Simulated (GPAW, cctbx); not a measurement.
# Reading charge transfer from structure factors

YPt2Pb2, I4/mmm (no. 139), a = 4.9745 Å, b = 4.9745 Å, c = 10.0784 Å, α = 90.00°, β = 90.00°, γ = 90.00°.

| atom | mult. | x | y | z |
| --- | --- | --- | --- | --- |
| Pb1 | 4 | 0 | 0 | 0.3572 |
| Pt1 | 4 | 0 | 1/2 | 1/4 |
| Y1 | 2 | 0 | 0 | 0 |

The start was made by putting kin elements into a known structure type; the compound need not exist, or be stable, in this form.

Absolute values of the static structure factors of the conventional cell from DFT (PBE, GPAW) against free spherical atoms, in electrons:

| hkl | d (Å) | free atoms | crystal |
| --- | --- | --- | --- |
| 002 | 5.039 | 294.50 | 295.06 |
| 101 | 4.461 | 121.53 | 121.75 |
| 110 | 3.518 | 79.86 | 79.45 |
| 112 | 2.884 | 273.54 | 273.25 |
| 103 | 2.784 | 319.50 | 319.05 |
| 004 | 2.520 | 75.83 | 74.94 |
| 200 | 2.487 | 603.48 | 602.75 |
| 202 | 2.230 | 258.09 | 257.22 |
| 211 | 2.172 | 108.67 | 108.58 |
| 114 | 2.048 | 431.30 | 430.54 |

**Question.** Which way does charge move, and which reflections show it best?

Project each element's phase sum on the total phase. At low angle |F| should rise if density moves to atoms that scatter in phase and fall if it moves to atoms that scatter against it.

| hkl | Pb in phase | Pt in phase | Y in phase | change (e) | (%) |
| --- | --- | --- | --- | --- | --- |
| 002 | +0.9 | +4.0 | -2.0 | +0.56 | +0.2 |
| 101 | +2.5 | 0.0 | -2.0 | +0.23 | +0.2 |
| 110 | +4.0 | -4.0 | +2.0 | -0.41 | -0.5 |
| 112 | -0.9 | +4.0 | +2.0 | -0.29 | -0.1 |
| 103 | +3.6 | 0.0 | +2.0 | -0.44 | -0.1 |
| 004 | -3.6 | +4.0 | +2.0 | -0.89 | -1.2 |
| 200 | +4.0 | +4.0 | +2.0 | -0.73 | -0.1 |
| 202 | +0.9 | +4.0 | -2.0 | -0.87 | -0.3 |

Low-angle reflections that set elements apart and change by more than 0.05 e: 002, 101, 110, 112, 103, 004 and 202. The real-space density gives Voronoi charges Pb +0.01, Pt -0.20, Y +0.37 e. The signs that these charges predict hold for 002, 101, 110 and 103 and fail for 112, 004 and 202, so the simple rule can't give the direction here. The reflections see the density near the nuclei and the atoms' change of size and shape; Voronoi cells count what crosses the midplanes.
